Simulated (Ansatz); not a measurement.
## Work function of Ir(111): what the settings cost and change

How thick a slab and how much vacuum does the work function of Ir(111) need?

Main program and level: Ansatz 0.2.0; plane-wave DFT, PBE, Ansatz PAW.

**Measured values to reproduce.**

“Anisotropic work function of elemental crystals” (2019, arxiv:1902.07811) quotes from earlier work for Ir (clean (111) face, a compiled value): work function (clean (111) face, a compiled value) 5.78 eV.

**1. The starting structure**

The cell holds 1 atom: 1 Ir. Cell: a = 2.715 Å, b = 2.715 Å, c = 18.000 Å, α = 90.0°, β = 90.0°, γ = 60.0°. Vacuum lies along c.

As a file:

```cif
data_structure
_symmetry_space_group_name_H-M 'P 1'
_symmetry_Int_Tables_number 1
_cell_length_a 2.7153
_cell_length_b 2.7153
_cell_length_c 18.0000
_cell_angle_alpha 90.000
_cell_angle_beta 90.000
_cell_angle_gamma 60.000
_cell_volume 114.93
loop_
_atom_site_label
_atom_site_type_symbol
_atom_site_fract_x
_atom_site_fract_y
_atom_site_fract_z
_atom_site_occupancy
Ir1 Ir 0.66667 0.66667 0.50000 1
```

**2. Slab, setting 1 layer**

A work function rests on the faint tail of the density, so the SCF threshold is tight. The slab grows from one layer, at fixed mesh and 18 Å of vacuum; then the vacuum is varied on one slab.

Input file input.yaml:

```yaml
crystal:
  lattice:
    - [2.7152900398, 0.0, 0.0]
    - [1.3576450199, 2.3515101531, 0.0]
    - [0.0, 0.0, 18.0]
  atoms:
    - { symbol: Ir, position: [0.6666666667, 0.6666666667, 0.5] }
kpoints:
  mp_grid: { grid: [17, 17, 1] }
hamiltonian:
  xc: pbe
scf:
  occupations: { method: fermi_dirac, width: 0.1 }
  convergence: { dr2_threshold: 1.0e-09 }
efield:
  axis: 3
  dipole_correction: true
  ramp_position: 0.97
  ramp_width: 0.06
output:
  write_potential: true
  write_density: true
  volumetric_format: npy
  elf: true
```

The run is started by

```console
$ ansatz run input.yaml --threads 2 --pin off --max-ram 3072MiB --backend cpu --events-out ev --progress --plain --runs-dir out
```

The program printed:

```text
Engine: ansatz 0.2.0, x86_64-unknown-linux-gnu
Pseudopotentials: kind: paw
Pseudopotential: Ir, paw, valence charge 17, recommended cutoff 420 eV (normal), Ir.paw.azcp
Functional definition: PBE
  parameter kappa = 0.804
  parameter beta = 0.066725
  exchange = pbe_x(kappa = kappa, mu = beta*pi^2/3)
  correlation = pbe_c(beta = beta)
Crystal: 1 atoms, lattice volume = 114.931 Å³
Basis set: ecut = 420 eV, 2263 PW (Γ)
Bands: 13, of which v1, the nominal top of the filled ones, is band 9 counted from 1 (8 counted from 0)
Symmetry: 12 space group operations
k-points: 33 of 289
Non-local potential: Ir, projectors of the file, l = 0: 3, l = 1: 2, l = 2: 2, l = 3: 1
PAW form: soft (Blöchl's): semilocal exchange-correlation on the pseudo side does not see the compensation charge
PAW one-centre angular grid: Ir, 590 points (default); XC on 64 Gauss nodes
Initial density: superposition of atomic densities (neutral atoms: chi_scale 0, normalization atom), corrected by the library's trained network
Initial wavefunctions: pseudopotential atomic-orbital guess
Functional: x = pbe(κ = 0.804, μ = 0.219515), c = pbe(β = 0.066725)
SCF iter   1: F=—  HF=-11933.381861 eV  |F-HF|=—  |Δ(HF+E_count)|=         —  Δρ=1.89e-3  dr2=2.06e-3  ethr=1.77e-3  p=0.000 e·Å  D=1.19e-14 V/Å  ΔV_dip=-0.00 eV  dr2_dipole=1.18e-13  V_vac-E_F(+/−)=6.20/6.20 eV  ⟨swp⟩=6.5  Hψ=2588  notcnv=0
efield: sawtooth ramp at fractional position 0.9700 (set: `efield.ramp_position`, or a place that a band, a saddle search or an elastic batch's reference lends), width 0.0600; the density the first Hamiltonian is built on has a dipole p = 0.000 e·Å; the dipole correction subtracts the counter field D = 1.19e-14 V/Å, which shifts the + side's vacuum level by -0.00 eV against the − side's; the planar-averaged density in the ramp window peaks in size at 5.9e-6 e/Å³
preconditioner: auto → LDOS  [metal: Δε(μ)=0.071 eV  Ē_g=8.423 eV  σ=0.100 eV  W_gap=0.17  n_scr=10 (ndim 8)  ℏωp=10.4 eV  f_vac=0.749  D(μ)=3.51/eV (n_scr^D=12)  β→1.0]
SCF iter   2: F=—  HF=-11933.389812 eV  |F-HF|=—  |Δ(HF+E_count)|=   7.95e-3  Δρ=6.18e-4  dr2=3.27e-4  ethr=1.21e-5  p=-0.000 e·Å  D=-1.75e-7 V/Å  ΔV_dip=0.00 eV  dr2_dipole=1.22e-12  V_vac-E_F(+/−)=6.41/6.41 eV  ⟨swp⟩=3.3  Hψ=1294  notcnv=0
SCF iter   3: F=—  HF=-11933.389823 eV  |F-HF|=—  |Δ(HF+E_count)|=   1.09e-5  Δρ=4.83e-4  dr2=1.63e-4  ethr=1.93e-6  p=-0.000 e·Å  D=-2.55e-7 V/Å  ΔV_dip=0.00 eV  dr2_dipole=1.15e-12  V_vac-E_F(+/−)=6.42/6.42 eV  ⟨swp⟩=3.0  Hψ=821  notcnv=0
SCF iter   4: F=—  HF=-11933.389789 eV  |F-HF|=—  |Δ(HF+E_count)|=   3.39e-5  Δρ=1.63e-4  dr2=2.15e-5  ethr=9.61e-7  p=-0.000 e·Å  D=-9.00e-8 V/Å  ΔV_dip=0.00 eV  dr2_dipole=1.62e-13  V_vac-E_F(+/−)=6.42/6.42 eV  ⟨swp⟩=1.0  Hψ=429  notcnv=0
SCF iter   5: F=—  HF=-11933.389786 eV  |F-HF|=—  |Δ(HF+E_count)|=   2.74e-6  Δρ=4.76e-5  dr2=1.62e-6  ethr=1.26e-7  p=-0.000 e·Å  D=-2.52e-8 V/Å  ΔV_dip=0.00 eV  dr2_dipole=7.02e-15  V_vac-E_F(+/−)=6.42/6.42 eV  ⟨swp⟩=2.4  Hψ=592  notcnv=0
SCF iter   6: F=—  HF=-11933.389778 eV  |F-HF|=—  |Δ(HF+E_count)|=   8.24e-6  Δρ=8.57e-6  dr2=9.05e-8  ethr=9.52e-9  p=-0.000 e·Å  D=-9.02e-9 V/Å  ΔV_dip=0.00 eV  dr2_dipole=1.01e-15  V_vac-E_F(+/−)=6.42/6.42 eV  ⟨swp⟩=2.3  Hψ=643  notcnv=0
SCF iter   7: F=—  HF=-11933.389778 eV  |F-HF|=—  |Δ(HF+E_count)|=   2.04e-9  Δρ=1.24e-6  dr2=1.52e-9  ethr=5.32e-10  p=0.000 e·Å  D=1.15e-9 V/Å  ΔV_dip=-0.00 eV  dr2_dipole=1.25e-18  V_vac-E_F(+/−)=6.42/6.42 eV  ⟨swp⟩=2.4  Hψ=622  notcnv=0
SCF iter   8: F=-11933.389778 eV  HF=-11933.389778 eV  |F-HF|=4.55e-11  |Δ(HF+E_count)|=  1.16e-10  Δρ=1.58e-7  dr2=3.56e-11  ethr=5.88e-12  p=0.000 e·Å  D=3.31e-10 V/Å  ΔV_dip=-0.00 eV  dr2_dipole=9.56e-17  V_vac-E_F(+/−)=6.42/6.42 eV  ⟨swp⟩=5.9  Hψ=1509  notcnv=0
SCF 1 converged in 8 iterations: F = -11933.389778 eV  dr2 = 3.56e-11
  greatest PAW one-centre occupation: 1.000 electrons in one spin orbital (limit 2), on the Ir atom at site 0 (counted from 0), in its partial waves of l = 0
WARN: The output density's exchange-correlation potential varies sharply where the density is thin. Do not read a vacuum level from v_tot or v_xc, or from such a field of the output density. On a cell that repeats whose density bears no net charge and no dipole along the vacuum's axis use v_es (v_loc + v_h of the components); under efield.dipole_correction with no amplitude use v_es + v_field, which holds any externa [...]
SCF converged after 8 iterations
Free energy (F): -11933.389778 eV
Harris-Foulkes:  -11933.389778 eV  (|F-HF|=4.55e-11)
Internal energy: -11933.278416 eV  (E = F + TS)
E sigma→0 (E₀):  -11933.334097 eV
Entropy (-TS):   -0.111362 eV (-111.362 meV/atom)
Fermi energy:    -2.522928 eV
Dipole field:    D = -0.000000 V/Å  (p = -0.000000 e·Å, saw-weighted, corrected)
Work function:   Φ+ = 6.4216 eV   Φ− = 6.4216 eV
Levels:          The Fermi level and band energies are counted from a zero that moves with the ramp; work functions are not
--- Per-component energies (eV) ---
  E_band       = -536.635483
  E_kinetic    = 615.073639
  E_local      = -11399.069434  (includes V_loc(G=0)·N_el)
  E_nonlocal   = 74.259949
  E_hartree    = 5349.624768
  E_xc         = -263.724031
  E_vxc        = -294.239989  (∫ρ·V_xc dr)
  E_paw        = -9223.340520  (= ΣΔE_a)
  E_vpaw       = -231.908738  (= ΣTr[D̂ρ^β])
  E_aug_tail   = 0.000058  (compensation charges beyond the density's cutoff)
  E_efield     = 0.000000  (sawtooth field / dipole correction)
  E_vefield    = 0.000000  (∫n·V_field dr)
  E_ewald      = 2913.897155
  E_smearing   = -0.111362  (= −TS)
  E_closure    = 0.000000  (closes the sum)
  Σ components = -11933.389778   (vs F -11933.389778, Δ=0.00e0)
--- Band table (eV; the first three rows and the last of 33) ---
  k-point 0: bands = [... 5 lower, -4.6940, -4.6940, -4.3082, -1.7011, -1.7011, -0.7975, 3.5417, 4.0878]
  k-point 1: bands = [... 5 lower, -4.7795, -4.5839, -4.2608, -2.1766, -1.7300, -0.3105, 3.6318, 4.1962]
  k-point 2: bands = [... 5 lower, -4.9948, -4.2596, -4.1223, -2.9019, -1.8118, 0.4627, 3.9018, 4.5154]
  k-point 32: bands = [... 5 lower, -4.7562, -4.5946, -4.2723, -2.5741, 4.3587, 5.9294, 7.6265, 8.2409]
```

Run time: 3.6 s. Hardware: 2 threads of AMD EPYC 7R43, shared host; peak memory 0.43 GiB.

This step gave:

```yaml
energy_at_zero_smearing: -11933.3341 eV
work_function_upper_face: 6.422 eV
```

Running mean over 2.217 Å of the planar mean; the ramp of the sawtooth is left out. Table of electron's electrostatic potential energy less the Fermi level by z:

z (Å), electron's electrostatic potential energy less the Fermi level (eV) and a bar from the least value:
```
     2.88        6.4 ##############################
     3.17        6.4 ##############################
     3.60        6.4 ##############################
     3.89        6.4 ##############################
     4.18        6.4 ##############################
     4.46        6.4 ##############################
     4.90        6.4 ##############################
     5.18        6.4 ##############################
     5.47        6.4 ##############################
     5.90        6.4 ##############################
     6.19        6.3 ##############################
     6.48        6.2 ##############################
     6.91        5.5 #############################
     7.20        4.3 ##########################
     7.49        1.8 ######################
     7.78       -1.7 ################
     8.21       -7.4 #######
     8.50      -10.1 ##
     8.78      -11.5 
     9.22      -11.5 
     9.50      -10.1 ##
     9.79       -7.4 #######
    10.22       -1.7 ################
    10.51        1.8 ######################
    10.80        4.3 ##########################
    11.09        5.5 #############################
    11.52        6.2 ##############################
    11.81        6.3 ##############################
    12.10        6.4 ##############################
    12.53        6.4 ##############################
    12.82        6.4 ##############################
    13.10        6.4 ##############################
    13.54        6.4 ##############################
    13.82        6.4 ##############################
    14.11        6.4 ##############################
    14.40        6.4 ##############################
    14.83        6.4 ##############################
    15.12        6.4 ##############################
```

Electrostatic potential energy in the ca plane at fractional y = 0.667, with atoms of Ir within 0.2 Å of it. With pseudopotentials it is smooth inside the atoms' cores, unlike the true potential.

Values in eV, 5 rows by 16 columns, each cell a mean:
```
  4   4   4   4   4   4   3 -26 -34   1   4   4   4   4   4   4
  4   4   4   4   4   4   2 -34 -42   0   4   4   4   4   4   4
  4   4   4   4   4   4   3 -26 -33   1   4   4   4   4   4   4
  4   4   4   4   4   4   3  -5  -8   3   4   4   4   4   4   4
  4   4   4   4   4   4   3  -5  -7   3   4   4   4   4   4   4
```
Columns run along c (18.0 Å; values clipped at the 3rd and 97th percentile), rows up along a (2.7 Å). Atoms in or near the plane, at fractional coordinates: Ir at (0.50, 0.67).

ELF in the ca plane at fractional y = 0.667, with atoms of Ir within 0.2 Å of it. It is the smooth field of the valence electrons, not physical close to the nuclei.

Ten even steps from '0' (0.00) to '9' (0.67), each cell a mean:
```
00000000000000000234589644310000000000000000
00000000000000001356898975410000000000000000
00000000000000001356986986420000000000000000
00000000000000001245899965310000000000000000
00000000000000000134477544210000000000000000
00000000000000000123444443100000000000000000
00000000000000000023444443100000000000000000
00000000000000000123444443100000000000000000
```
Columns run along c (18.0 Å), rows up along a (2.7 Å). Atoms in or near the plane, at fractional coordinates: Ir at (0.50, 0.67).

Valence density in the ca plane at fractional y = 0.667, with atoms of Ir within 0.2 Å of it. It is the smooth field of the valence electrons, not physical close to the nuclei.

Ten steps, logarithmic in the rise over the least value, from '0' (0.0 e/Å³) to '9' (8.9 e/Å³), each cell a mean:
```
00000000000000000012578642000000000000000000
00000000000000000013799852000000000000000000
00000000000000000014799962100000000000000000
00000000000000000013799852000000000000000000
00000000000000000012477631000000000000000000
00000000000000000001344321000000000000000000
00000000000000000001233321000000000000000000
00000000000000000002345421000000000000000000
```
Columns run along c (18.0 Å), rows up along a (2.7 Å). Atoms in or near the plane, at fractional coordinates: Ir at (0.50, 0.67).

The work function is 6.422 eV.

**3. Run, 2 atoms**

System of this step: Ir(111). The cell holds 2 atoms: 2 Ir. Its edges and angles: a = 2.715 Å, b = 2.715 Å, c = 20.217 Å, α = 90.0°, β = 90.0°, γ = 60.0°. Vacuum lies along c.

input.yaml, the sections that differ from step 2:

```yaml
crystal:
  lattice:
    - [2.7152900398, 0.0, 0.0]
    - [1.3576450199, 2.3515101531, 0.0]
    - [0.0, 0.0, 20.2170250337]
  atoms:
    - { symbol: Ir, position: [0.6666666667, 0.6666666667, 0.4451693553] }
    - { symbol: Ir, position: [0.0, 0.0, 0.5548306447] }
output:
  write_potential: true
  write_density: true
  volumetric_format: npy
# kpoints, hamiltonian, scf, efield: as in step 2
```

The program printed:

```text
[...]
Crystal: 2 atoms, lattice volume = 129.086 Å³
Basis set: ecut = 420 eV, 2533 PW (Γ)
Bands: 21, of which v1, the nominal top of the filled ones, is band 17 counted from 1 (16 counted from 0)
Symmetry: 6 space group operations
k-points: 33 of 289 (time reversal used)
[...]
k-point 1: bands = [... 13 lower, -1.5783, -1.3644, -0.4281, 0.7343, 0.8323, 1.1694, 2.0297, 2.9053, ... 4 higher]
  k-point 2: bands = [... 13 lower, -1.2683, -1.0833, -0.6555, 0.3798, 0.6226, 1.2246, 2.0432, 3.8772, ... 4 higher]
  k-point 32: bands = [... 13 lower, -1.4654, -1.2599, 0.5469, 1.4613, 1.6438, 7.3715, 7.5500, 9.0535, ... 4 higher]
[key lines of the parts left out:]
SCF converged after 8 iterations
Free energy (F): -23868.820266 eV
Fermi energy:    1.396673 eV
Dipole field:    D = 0.000001 V/Å  (p = 0.000000 e·Å, saw-weighted, corrected)
Work function:   Φ+ = 5.4180 eV   Φ− = 5.4180 eV
```

The job ended after 9 s (2 threads; peak memory 0.45 GiB).

The work function is 5.418 eV, -1.004 eV from the run “1 layer”, at 2.6 times its CPU time.

**4. Slab, 3 atoms**

System of this step: Ir(111). The cell holds 3 atoms: 3 Ir. Cell: a = 2.715 Å, b = 2.715 Å, c = 22.434 Å, α = 90.0°, β = 90.0°, γ = 60.0°. Vacuum lies along c.

input.yaml, the sections that differ from step 3:

```yaml
crystal:
  lattice:
    - [2.7152900398, 0.0, 0.0]
    - [1.3576450199, 2.3515101531, 0.0]
    - [0.0, 0.0, 22.4340500674]
  atoms:
    - { symbol: Ir, position: [0.3333333333, 0.3333333333, 0.4011758899] }
    - { symbol: Ir, position: [0.6666666667, 0.6666666667, 0.5] }
    - { symbol: Ir, position: [0.0, 0.0, 0.5988241101] }
# kpoints, hamiltonian, scf, efield, output: as in step 3
```

The program printed:

```text
[...]
Crystal: 3 atoms, lattice volume = 143.242 Å³
Basis set: ecut = 420 eV, 2817 PW (Γ)
Bands: 31, of which v1, the nominal top of the filled ones, is band 26 counted from 1 (25 counted from 0)
Symmetry: 6 space group operations
k-points: 33 of 289 (time reversal used)
[...]
k-point 0: bands = [... 22 lower, 0.9615, 2.6667, 2.7758, 2.7758, 3.5538, 3.5538, 4.0751, 4.5112, ... 6 higher]
  k-point 1: bands = [... 22 lower, 1.0724, 2.3404, 2.7153, 2.7412, 3.3771, 3.5611, 3.9305, 4.5172, ... 6 higher]
  k-point 2: bands = [... 22 lower, 1.3990, 1.8426, 2.4741, 2.6003, 2.9420, 3.5567, 4.5345, 4.5372, ... 6 higher]
  k-point 32: bands = [... 22 lower, 2.2257, 2.5674, 3.8663, 3.9267, 4.3535, 9.4499, 9.5179, 10.1725, ... 6 higher]
[key lines of the parts left out:]
SCF converged after 9 iterations
Free energy (F): -35804.149803 eV
Fermi energy:    3.819726 eV
Dipole field:    D = 0.000000 V/Å  (p = 0.000000 e·Å, saw-weighted, corrected)
Work function:   Φ+ = 5.4122 eV   Φ− = 5.4122 eV
```

Wall time 15 s (2 threads); peak memory 0.51 GiB; 29 s of CPU time.

The work function is 5.412 eV, -0.006 eV from the run “2 layers”, at 1.7 times its CPU time.

**5. Run, 4 atoms**

System of this step: Ir(111). The cell holds 4 atoms: 4 Ir. Cell: a = 2.715 Å, b = 2.715 Å, c = 24.651 Å, α = 90.0°, β = 90.0°, γ = 60.0°. Vacuum lies along c.

input.yaml, the sections that differ from step 4:

```yaml
crystal:
  lattice:
    - [2.7152900398, 0.0, 0.0]
    - [1.3576450199, 2.3515101531, 0.0]
    - [0.0, 0.0, 24.6510751011]
  atoms:
    - { symbol: Ir, position: [0.0, 0.0, 0.3650956383] }
    - { symbol: Ir, position: [0.3333333333, 0.3333333333, 0.4550318794] }
    - { symbol: Ir, position: [0.6666666667, 0.6666666667, 0.5449681206] }
    - { symbol: Ir, position: [0.0, 0.0, 0.6349043617] }
# kpoints, hamiltonian, scf, efield, output: as in step 4
```

The program printed:

```text
[...]
Crystal: 4 atoms, lattice volume = 157.398 Å³
Basis set: ecut = 420 eV, 3101 PW (Γ)
Bands: 41, of which v1, the nominal top of the filled ones, is band 34 counted from 1 (33 counted from 0)
Symmetry: 6 space group operations
k-points: 33 of 289 (time reversal used)
[...]
k-point 0: bands = [... 30 lower, 2.8459, 4.5629, 4.5629, 4.9275, 4.9275, 5.0176, 5.8585, 5.8585, ... 3 higher]
  k-point 1: bands = [... 30 lower, 2.9488, 4.4306, 4.4642, 4.6222, 4.9602, 5.0193, 5.3323, 5.8577, ... 3 higher]
  k-point 2: bands = [... 30 lower, 3.2478, 4.0937, 4.1323, 4.3088, 4.6163, 4.9799, 5.4832, 5.8553, ... 3 higher]
  k-point 32: bands = [... 30 lower, 4.4078, 4.5047, 5.5553, 6.0263, 6.1428, 6.3105, 11.1078, 11.1749, ... 3 higher]
[key lines of the parts left out:]
SCF converged after 9 iterations
Free energy (F): -47739.521502 eV
Fermi energy:    5.716926 eV
Dipole field:    D = -0.000000 V/Å  (p = -0.000000 e·Å, saw-weighted, corrected)
Work function:   Φ+ = 5.5091 eV   Φ− = 5.5091 eV
```

Elapsed: 18 s, on 2 threads; peak memory 0.53 GiB; 34 s of CPU time.

The work function is 5.509 eV, +0.097 eV from the run “3 layers”, at 1.2 times its CPU time.

**6. Run, 5 atoms**

System of this step: Ir(111). The cell holds 5 atoms: 5 Ir. Cell: a = 2.715 Å, b = 2.715 Å, c = 26.868 Å, α = 90.0°, β = 90.0°, γ = 60.0°. Vacuum lies along c.

input.yaml, the sections that differ from step 5:

```yaml
crystal:
  lattice:
    - [2.7152900398, 0.0, 0.0]
    - [1.3576450199, 2.3515101531, 0.0]
    - [0.0, 0.0, 26.8681001348]
  atoms:
    - { symbol: Ir, position: [0.6666666667, 0.6666666667, 0.3349697208] }
    - { symbol: Ir, position: [0.0, 0.0, 0.4174848604] }
    - { symbol: Ir, position: [0.3333333333, 0.3333333333, 0.5] }
    - { symbol: Ir, position: [0.6666666667, 0.6666666667, 0.5825151396] }
    - { symbol: Ir, position: [0.0, 0.0, 0.6650302792] }
# kpoints, hamiltonian, scf, efield, output: as in step 5
```

The program printed:

```text
[...]
Crystal: 5 atoms, lattice volume = 171.554 Å³
Basis set: ecut = 420 eV, 3383 PW (Γ)
Bands: 51, of which v1, the nominal top of the filled ones, is band 43 counted from 1 (42 counted from 0)
Symmetry: 6 space group operations
k-points: 33 of 289 (time reversal used)
[...]
k-point 0: bands = [... 39 lower, 6.1654, 6.1654, 6.3345, 6.3345, 6.8898, 6.9096, 6.9096, 7.4790, ... 4 higher]
  k-point 1: bands = [... 39 lower, 5.9840, 6.0125, 6.3728, 6.3962, 6.4619, 6.7990, 6.9147, 7.2253, ... 4 higher]
  k-point 2: bands = [... 39 lower, 5.5940, 5.8156, 5.9912, 6.0243, 6.4021, 6.6320, 6.9308, 7.7048, ... 4 higher]
  k-point 32: bands = [... 39 lower, 6.2403, 7.3345, 7.4179, 7.7635, 7.9631, 7.9865, 12.5598, 12.6577, ... 4 higher]
[key lines of the parts left out:]
SCF converged after 10 iterations
Free energy (F): -59674.808489 eV
Fermi energy:    7.351096 eV
Dipole field:    D = 0.000002 V/Å  (p = 0.000002 e·Å, saw-weighted, corrected)
Work function:   Φ+ = 5.5314 eV   Φ− = 5.5315 eV
```

Run time: 26 s. Hardware: 2 threads; peak memory 0.6 GiB; 50 s of CPU time.

The work function is 5.531 eV, +0.022 eV from the run “4 layers”, at 1.5 times its CPU time.

(Part 1 of 2 ends here.)

[Long decimals in the printed logs are rounded to 6 places.]

[Logs are printed without paths, hosts, clocks, repeated set-up lines and the standing remarks that a program may print on its own settings, such as how far it seeks lower states.]

[Hosts, paths, dates, database ids (printed as entryN), source tags and the programs' standing remarks are cut or masked in the printed files.]

[Maps of the electrostatic potential energy from Ansatz leave out the sawtooth potential of an applied field or a dipole correction, so their vacuum need not be flat; planar profiles and work functions include it.]
